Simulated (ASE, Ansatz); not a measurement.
**Electronic structure of Σ13 (134)[11-1] symmetric tilt boundary in CsSnBr3 (780 atoms)**

What does DFT give for Σ13 (134)[11-1] symmetric tilt boundary in CsSnBr3 (780 atoms) as built?

Calculated with Ansatz 0.2.0; Kohn-Sham DFT, PBE, PAW (set soft_2), localised support functions (medium).

### Step 1. Starting point

The cell holds 780 atoms: 156 Cs, 156 Sn and 468 Br. Its edges and angles: a = 10.046 Å, b = 51.224 Å, c = 61.389 Å, α = 90.0°, β = 90.0°, γ = 90.0°. It derives from CsSnBr3 (cubic perovskite). Cubic perovskite CsSnBr3 (a = 5.8 Å); two grains mirrored in (134), tilt axis [11-1]; 1 x 1 boundary periods, 1 lattice periods a grain, two boundaries a cell, upper grain shifted by [0.25, 0.5] of the boundary cell and opened by 1.12 Å, no atom removed; not relaxed, displaced by a Gaussian of 0.02 Å. Regions: lower grain, 390 atoms (78 Cs, 78 Sn and 234 Br); upper grain, 390 atoms (78 Cs, 78 Sn and 234 Br).

What the set-up can't give: The host structure and its lattice constant were typed by rule, without a check against the phase diagram. Sampling is at Γ alone, for a cell whose shortest periodic width is 10 Å. No spin–orbit coupling is included, so levels derived from the heavy atoms are approximate.

### Step 2. Support functions medium

One self-consistent run at the given positions yields energy and forces.

Contents of input.yaml:

```yaml
crystal:
  lattice:
    - [10.04589, 0.0, 0.0]
    - [0.0, 51.22421, 0.0]
    - [0.0, 0.0, 61.38863]
  atoms:
    - { symbol: Cs, position: [0.3349, 0.9106, 0.01875] }
    - { symbol: Sn, position: [0.5029, 0.88513, 0.09318] }
    - { symbol: Br, position: [0.66525, 0.89816, 0.05566] }
    - { symbol: Br, position: [0.33168, 0.92976, 0.0838] }
    - { symbol: Br, position: [0.33446, 0.85248, 0.06523] }
    - { symbol: Cs, position: [0.00022, 0.88491, 0.09285] }
    - { symbol: Sn, position: [0.16214, 0.85913, 0.16683] }
    - { symbol: Br, position: [0.33138, 0.87185, 0.13011] }
    - { symbol: Br, position: [0.00078, 0.90419, 0.15744] }
    - { symbol: Br, position: [1.0e-05, 0.82678, 0.1389] }
    - { symbol: Cs, position: [0.66733, 0.97403, 0.07401] }
    - { symbol: Sn, position: [0.82994, 0.94877, 0.14827] }
    - { symbol: Br, position: [0.00128, 0.96092, 0.11091] }
    - { symbol: Br, position: [0.66741, 0.99331, 0.13887] }
    - { symbol: Br, position: [0.66859, 0.91703, 0.12025] }
    - { symbol: Cs, position: [0.33547, 0.94838, 0.14831] }
    - { symbol: Sn, position: [0.49937, 0.92314, 0.22256] }
    - { symbol: Br, position: [0.66635, 0.93663, 0.18534] }
    - { symbol: Br, position: [0.33266, 0.96818, 0.21329] }
    - { symbol: Br, position: [0.33452, 0.89116, 0.19494] }
    - { symbol: Cs, position: [0.9998, 0.9233, 0.22185] }
    - { symbol: Sn, position: [0.16632, 0.89729, 0.29725] }
    - { symbol: Br, position: [0.33418, 0.91017, 0.25927] }
    - { symbol: Br, position: [0.00051, 0.94222, 0.28703] }
    - { symbol: Br, position: [0.0009, 0.86597, 0.26882] }
    - { symbol: Cs, position: [0.3332, 0.98755, 0.27809] }
    - { symbol: Sn, position: [0.50102, 0.96125, 0.3523] }
    - { symbol: Br, position: [0.66404, 0.97419, 0.31539] }
    - { symbol: Br, position: [0.33393, 0.00654, 0.34229] }
    - { symbol: Br, position: [0.32754, 0.93026, 0.32432] }
    - { symbol: Cs, position: [0.99783, 0.96188, 0.35264] }
    - { symbol: Sn, position: [0.16605, 0.93585, 0.42562] }
    [... 742 atom lines left out ...]
    - { symbol: Br, position: [0.58305, 0.46771, 0.52788] }
    - { symbol: Cs, position: [0.91363, 0.5901, 0.51842] }
    - { symbol: Sn, position: [0.08682, 0.56386, 0.9261] }
    - { symbol: Br, position: [0.24807, 0.57585, 0.96317] }
    - { symbol: Br, position: [0.91352, 0.60866, 0.93555] }
    - { symbol: Br, position: [0.91664, 0.53192, 0.95415] }
kpoints:
  mp_grid: { grid: [1, 1, 1] }
hamiltonian:
  xc: pbe
scf:
  occupations: { method: gaussian, width: 0.05 }
  eigensolver: { kind: { support_functions: { accuracy: medium } } }
  mixing: { beta: 0.2 }
  max_iter: 150
output:
  forces: true
  stress: true
  populations: true
  dos:
    method: { smearing: { sigma: 0.1 } }
    de: 0.1
    projected: { site_lists: { Br: [Br], Cs: [Cs], Sn: [Sn] } }
  eigenvalues: true
  write_density: true
  write_potential: true
  volumetric_format: npy
```

On the command line:

```bash
$ ansatz run input.yaml --threads 32 --pin off --max-ram 143360MiB --backend cuda --events-out ev --progress --plain --runs-dir out
```

Numbers of over 12 decimals in the logs are rounded to 6 here.

Output:

```text
Warning: scf.eigensolver.kind.support_functions: disabling space-group detection — the functions' gradient is summed over unrotated k-points, so no spatial operation reduces the k-mesh or symmetrises the density; time reversal is kept, so that k and −k are solved as one point where they differ and the mesh holds both, and exact exchange and, on two spinor components, a DFT+U term hold to it where the run has them: [...]
settings of this run that can trade accuracy for cost: scf.eigensolver.kind.support_functions [...]
Engine: ansatz 0.2.0, aarch64-unknown-linux-gnu
Pseudopotentials: kind: paw
Pseudopotential: Cs, paw, valence charge 9, recommended cutoff 420 eV (normal), Cs.paw.azcp
Pseudopotential: Sn, paw, valence charge 14, recommended cutoff 420 eV (normal), Sn.paw.azcp
Pseudopotential: Br, paw, valence charge 7, recommended cutoff 420 eV (normal), Br.paw.azcp
[... 5 lines on functional and potentials left out ...]
device memory: the entry about to start is reckoned to put 27.6 GiB on a device that reports 182.5 GiB free
GPU FFT provider: cuFFT
GPU libraries: cuBLAS 13.8.1, cuFFT 12.4.0, cuSOLVER 12.3.2
GPU matrix products: emulated (plane waves: as basis.precision tells), large ones in fixed point in workspaces of 1.00 GiB
Crystal: 780 atoms, lattice volume = 31590.146 Å³
Basis set: ecut = 420 eV, 617483 PW (Γ), exchange–correlation on 144×720×864 points (8 copies of the dense FFT grid, shifted against one another)
Bands: 4119, of which v1, the nominal top of the filled ones, is band 3432 counted from 1 (3431 counted from 0)
Symmetry: 1 space group operations
k-points: 1
[... 7 lines on functional and potentials left out ...]
Initial density: superposition of atomic densities (chi_scale 0.1, normalization cell, long waves kept (reshape's long-wave potential 0.45 eV rms))
Initial wavefunctions: pseudopotential atomic-orbital guess
GPU buffer pool allocated for 11197440 grid points (all kernels)
Functional: x = pbe(κ = 0.804, μ = 0.219515), c = pbe(β = 0.066725)
SCF iter   1: F=—  HF=-3127770.488179 eV  |F-HF|=—  |Δ(HF+E_count)|=         —  Δρ=2.48e-2  dr2=8.73e2  ethr=1.00e-1
preconditioner: auto → Resta (q_TF=auto, 2.115 Å⁻¹)  ε∞=5.5  [metal: Δε(μ)=0.040 eV  Ē_g=9.047 eV  σ=0.050 eV  W_gap=0.38  n_scr=5084 (ndim 8)  ℏωp=13.5 eV  f_vac=0.031  D(μ)=100.22/eV (n_scr^D=248)  ε∞_Penn≈3.2]
SCF iter   2: F=—  HF=-3127994.778694 eV  |F-HF|=—  |Δ(HF+E_count)|=    2.24e2  Δρ=2.13e-2  dr2=7.88e2  ethr=1.27e-2
SCF iter   3: F=—  HF=-3127968.185015 eV  |F-HF|=—  |Δ(HF+E_count)|=    2.66e1  Δρ=1.58e-2  dr2=3.66e2  ethr=1.15e-2  κ⁻¹=1.0e0(r=1)
SCF iter   4: F=—  HF=-3127927.927229 eV  |F-HF|=—  |Δ(HF+E_count)|=    4.03e1  Δρ=1.04e-2  dr2=1.57e2  ethr=5.33e-3  κ⁻¹=1.4e-2(r=2)
SCF iter   5: F=—  HF=-3127892.399249 eV  |F-HF|=—  |Δ(HF+E_count)|=    3.55e1  Δρ=6.11e-3  dr2=5.44e1  ethr=2.29e-3  κ⁻¹=1.5e-3(r=3)
SCF iter   6: F=—  HF=-3127880.526630 eV  |F-HF|=—  |Δ(HF+E_count)|=    1.19e1  Δρ=5.37e-3  dr2=3.22e1  ethr=7.93e-4  κ⁻¹=7.4e-4(r=4)
SCF iter   7: F=—  HF=-3127870.833767 eV  |F-HF|=—  |Δ(HF+E_count)|=    9.69e0  Δρ=4.22e-3  dr2=1.34e1  ethr=4.69e-4  κ⁻¹=9.9e-5(r=5)
SCF iter   8: F=—  HF=-3127868.311772 eV  |F-HF|=—  |Δ(HF+E_count)|=    2.52e0  Δρ=2.54e-3  dr2=9.06e0  ethr=1.95e-4  κ⁻¹=5.2e-5(r=6)
SCF iter   9: F=—  HF=-3127868.353939 eV  |F-HF|=—  |Δ(HF+E_count)|=   4.22e-2  Δρ=2.18e-3  dr2=4.06e0  ethr=1.32e-4  κ⁻¹=1.0e-5(r=7)
SCF iter  10: F=—  HF=-3127868.487889 eV  |F-HF|=—  |Δ(HF+E_count)|=   1.34e-1  Δρ=1.04e-3  dr2=1.47e0  ethr=5.92e-5  κ⁻¹=1.8e-5(r=7)
[...]
SCF iter  19: F=—  HF=-3127868.637150 eV  |F-HF|=—  |Δ(HF+E_count)|=   9.80e-4  Δρ=6.54e-5  dr2=1.68e-2  ethr=7.19e-7  κ⁻¹=5.9e-5(r=7)
SCF iter  20: F=—  HF=-3127868.640943 eV  |F-HF|=—  |Δ(HF+E_count)|=   3.79e-3  Δρ=9.96e-5  dr2=2.95e-2  ethr=2.45e-7  κ⁻¹=3.6e-5(r=7)
SCF iter  21: F=—  HF=-3127868.642970 eV  |F-HF|=—  |Δ(HF+E_count)|=   2.03e-3  Δρ=3.48e-5  dr2=2.26e-3  ethr=2.45e-7  κ⁻¹=6.8e-5(r=7)
SCF iter  22: F=—  HF=-3127868.645793 eV  |F-HF|=—  |Δ(HF+E_count)|=   2.82e-3  Δρ=3.31e-5  dr2=1.84e-3  ethr=3.30e-8  κ⁻¹=3.0e-5(r=7)
SCF iter  23: F=—  HF=-3127868.648238 eV  |F-HF|=—  |Δ(HF+E_count)|=   2.45e-3  Δρ=1.72e-5  dr2=4.03e-4  ethr=2.67e-8  κ⁻¹=1.8e-5(r=7)
SCF iter  24: F=—  HF=-3127868.653269 eV  |F-HF|=—  |Δ(HF+E_count)|=   5.03e-3  Δρ=1.09e-5  dr2=3.80e-4  ethr=5.87e-9  κ⁻¹=4.1e-5(r=7)
SCF iter  25: F=—  HF=-3127868.655451 eV  |F-HF|=—  |Δ(HF+E_count)|=   2.18e-3  Δρ=8.34e-6  dr2=5.91e-5  ethr=5.54e-9  κ⁻¹=4.2e-5(r=7)
SCF iter  26: F=—  HF=-3127868.659190 eV  |F-HF|=—  |Δ(HF+E_count)|=   3.74e-3  Δρ=6.34e-6  dr2=3.01e-5  ethr=8.61e-10  κ⁻¹=4.3e-5(r=7)
SCF iter  27: F=—  HF=-3127868.660838 eV  |F-HF|=—  |Δ(HF+E_count)|=   1.65e-3  Δρ=3.01e-6  dr2=6.94e-6  ethr=4.38e-10  κ⁻¹=1.8e-5(r=7)
SCF iter  28: F=-3127868.664489 eV  HF=-3127868.664490 eV  |F-HF|=6.84e-7  |Δ(HF+E_count)|=   3.65e-3  Δρ=2.19e-6  dr2=3.10e-6  ethr=1.01e-10
SCF 1 converged in 28 iterations: F = -3127868.741139 eV  dr2 = 3.10e-6
  greatest PAW one-centre occupation: 0.993 electrons in one spin orbital (limit 2), on the Sn atom at site 761 (counted from 0), in its partial waves of l = 2
WARN: The input density's exchange-correlation potential varies sharply where the density is thin. Do not read a vacuum level from v_tot or v_xc, or from such a field of the output density. On a cell that repeats whose density bears no net charge and no dipole along the vacuum's axis use v_es (v_loc + v_h of the components); [...]
output.dos: on the support functions the solved levels are converged up to 3.553 eV from the Fermi level, so that the curves end at 2.914 eV, below the run's highest bands: a larger scf.n_extra_bands or scf.max_iter (beside forces or a stress its default or more) can extend them
SCF converged after 28 iterations
Stability not checked: this state was not tested for a lower state beside it, because the mixer in use, unlike msr1, does not test its closes by its own steps (another_mixer; see scf.mixing.algorithm and scf.lower_state_search)
Free energy (F): -3127868.741139 eV
Harris-Foulkes:  -3127868.741140 eV  (|F-HF|=6.84e-7)
Internal energy: -3127868.709251 eV  (E = F + TS)
E sigma→0 (E₀):  -3127868.725195 eV
Entropy (-TS):   -0.031888 eV (-0.041 meV/atom)
Fermi energy:    4.048608 eV
--- Per-component energies (eV) ---
  E_band       = -46143.426605
  E_kinetic    = 113351.765807
  E_local      = -428123.306051  (includes V_loc(G=0)·N_el)
  E_nonlocal   = 32450.038169
  E_softening  = 0.013457  (part of E_nonlocal)
  E_grid_corr  = 0.000277  (part of E_nonlocal)
  E_hartree    = 191201.289503
  E_xc         = -210769.987310
  E_vxc        = -83226.874159  (∫ρ·V_xc dr)
  E_paw        = -2486447.648000  (= ΣΔE_a)
  E_vpaw       = -62997.388039  (= ΣTr[D̂ρ^β])
  E_aug_tail   = -0.000365  (compensation charges beyond the density's cutoff)
  E_ewald      = -339530.784354
  E_smearing   = -0.031888  (= −TS)
  E_closure    = 0.000000  (closes the sum)
  E_support_correction = -0.076650  (second-order, or where that is not computed along the SCF)
  E_support_correction_error = 7.7e-3  (of E_support_correction; not in F)
  Σ components = -3127868.741139   (vs F -3127868.741139, Δ=0.00e0)
--- Forces (eV/Å), atoms counted from 1 ---
[... 780 lines of forces left out ...]
  max |Σ_I F_I| component: 8.01e-3 eV/Å
--- Stress (GPa, compression-positive) ---
        0.708529      -0.015888       0.001472
       -0.015888       0.797622       0.000244
        0.001472       0.000244       0.755068
  P = ⅓ Tr σ = 0.7537 GPa (7.537 kbar)
--- Band table (eV) ---
[... left out ...]
--- Löwdin populations: 780 sites ---
  site symbol       q [e]
[... 780 lines, one an atom, left out ...]
  spilling = 0.003223 (of n_electrons = 6864.000000)
```

Run time: 46 s. Hardware: 1 × NVIDIA GB200 with 32 threads of Arm Neoverse V2, shared host; peak memory 10 GiB; 2.3 min of CPU time.

That memory is the host's; the program planned up to 27.6 GiB on the GPU. Forces of this run were stored rounded, and per-atom blocks of the log weren't kept.

The program notes that the band table was not solved further than the SCF left it, it switched symmetry off and the exchange-correlation potential is rough where the density is thin.

The run gave:

```yaml
free_energy: -3127868.7411 eV
free_energy_per_atom: -4010.0881 eV/atom
scf_cycles: 28
pressure: 0.7537 GPa
r_m_s_force_component: 0.3582 eV/Å
longest_force: 2.445 eV/Å
fermi_energy: 4.049 eV
levels_partly_filled_by_over_2_per_cent: 4
spilling_of_the_projection: 0.003223
```

Neighbours are counted within 4.53 Å (Br-Cs), 3.38 Å (Br-Sn).

Length of the force by element and coordination:

```csv
element,coordination,atoms,mean length of the force (eV/Å),spread,least,most
Br,all,468,0.369,0.425,0.0156,2.45
Br,3,18,1.64,0.593,0.823,2.45
Br,4,24,0.763,0.451,0.165,1.57
Br,5,42,0.639,0.359,0.195,1.30
Br,6,384,0.255,0.266,0.0156,1.41
Cs,all,156,0.248,0.394,0.0172,2.04
Cs,8,6,1.92,0.105,1.73,2.04
Cs,9,12,0.558,0.0636,0.483,0.643
Cs,10,12,0.579,0.300,0.263,0.920
Cs,11,12,0.315,0.0262,0.272,0.346
Cs,12,114,0.0853,0.0739,0.0172,0.387
Sn,all,156,0.656,0.573,0.0522,2.19
Sn,3,6,1.7,0.052,1.63,1.78
Sn,4,12,1.34,0.741,0.476,2.19
Sn,5,6,0.987,0.118,0.822,1.19
Sn,6,132,0.531,0.473,0.0522,1.88
```

Löwdin charges by element and coordination (they lack the spilled electrons, 0.028 e an atom on average):

```csv
element,coordination,atoms,mean charge (e),spread,least,most
Br,all,468,-0.356,0.0385,-0.507,-0.244
Br,3,18,-0.363,0.0492,-0.434,-0.292
Br,4,24,-0.469,0.0186,-0.507,-0.441
Br,5,42,-0.336,0.0607,-0.491,-0.261
Br,6,384,-0.351,0.0197,-0.393,-0.244
Cs,all,156,0.753,0.0075,0.744,0.771
Cs,8,6,0.769,5.0e-4,0.768,0.770
Cs,9,12,0.765,0.0034,0.761,0.770
Cs,10,12,0.770,0.001,0.768,0.771
Cs,11,12,0.754,0.0019,0.751,0.757
Cs,12,114,0.749,0.0013,0.744,0.752
Sn,all,156,0.457,0.0322,0.328,0.552
Sn,3,6,0.344,0.008,0.328,0.352
Sn,4,12,0.497,0.0457,0.447,0.552
Sn,5,6,0.387,0.0035,0.382,0.393
Sn,6,132,0.461,0.0079,0.451,0.485
```

By region:

```csv
region,atoms,mean length of the force (eV/Å)
lower grain,390,0.402
upper grain,390,0.403
```

Density of states as counts of states in windows of 1 eV (from the Fermi level), total and some projections:

```csv
from (eV),to (eV),total,Br p,Cs p,Sn p,Sn s,Br s
-18,-17,0.0,0.0,0.0,0.0,0.0,0.0
-17,-16,12.4,0.0,0.0,0.6,0.3,10.9
-16,-15,429.6,0.8,0.3,24.5,9.3,382.6
-15,-14,417.3,0.5,0.3,23.5,3.5,386.1
-14,-13,63.4,0.3,0.0,2.2,0.5,59.5
-13,-12,12.9,0.1,0.0,0.4,0.1,12.2
-12,-10,0.0,0.0,0.0,0.0,0.0,0.0
-10,-9,139.0,1.9,133.8,0.7,1.8,0.5
-9,-8,821.0,26.0,752.5,2.1,36.1,2.6
-8,-7,223.1,61.5,37.4,3.5,113.2,6.8
-7,-6,61.3,15.6,0.1,2.2,39.7,3.3
-6,-5,56.7,37.5,0.3,14.2,3.9,0.5
-5,-4,392.6,285.1,1.6,89.3,8.4,3.7
-4,-3,858.0,766.2,4.4,46.5,9.6,6.6
-3,-2,1106.2,1057.2,2.9,18.7,13.3,2.5
-2,-1,261.7,203.4,0.2,17.9,33.2,2.8
-1,0,137.6,99.8,0.1,11.6,21.6,1.9
0,1,65.6,12.0,0.2,44.7,2.1,3.0
1,2,197.2,24.3,0.2,144.3,2.1,15.1
```

Between -24 and -18 eV lie 1873 more states.

Not all projections were asked for or kept, so they needn't add up to the total.

The levels nearest the highest filled one (over half full), pooled over k-points and spins:

```csv
level less the highest filled one (eV),occupation
-0.0715,2
-0.0623,2.00
-0.0562,2.00
-0.0536,2.00
-0.013,1.94
0,1.86
0.113,0.088
0.120,0.056
0.129,0.03
0.139,0.015
0.141,0.012
0.157,0.003
```

Planar average of the electrostatic potential energy along the normal, with the Fermi level as zero, after a running mean with a triangular window 4 Å wide at its base:

```csv
height (Å),potential energy (eV)
0.0,0.22
1.7,-1.50
3.6,-1.72
5.3,-1.75
7.0,-1.73
8.8,-1.70
10.5,-1.67
12.2,-1.61
14.1,-1.52
15.8,-1.46
17.5,-1.42
19.2,-1.38
21.0,-1.32
22.7,-1.27
24.4,-1.20
26.3,-1.03
28.0,-0.35
29.7,0.94
31.5,-0.88
33.3,-1.72
35.0,-1.75
36.8,-1.73
38.5,-1.71
40.2,-1.67
42.1,-1.62
43.8,-1.57
45.5,-1.52
47.2,-1.46
49.0,-1.38
50.7,-1.39
52.4,-1.34
54.3,-1.25
56.0,-1.14
57.7,-0.89
59.5,0.51
61.2,0.39
```

Forces differ by site in this geometry: Br atoms with 3 neighbours bear 1.6 eV/Å on average, against 0.26 eV/Å for those with 6. Mean Löwdin charges: Br -0.36, Cs +0.75, Sn +0.46 e (they miss 0.32 % of the electrons, so they add up to more than the cell's charge). Just under the Fermi level the largest share is Br p (74 % of the projected weight), just over it Sn p (65 % of the projected weight).

(Continued in part 2 of 2.)

[Logs are printed without paths, hosts, clocks, repeated set-up lines and the standing remarks that a program may print on its own settings, such as how far it seeks lower states.]

[Hosts, paths, dates, database ids (printed as entryN), source tags and the programs' standing remarks are cut or masked in the printed files.]
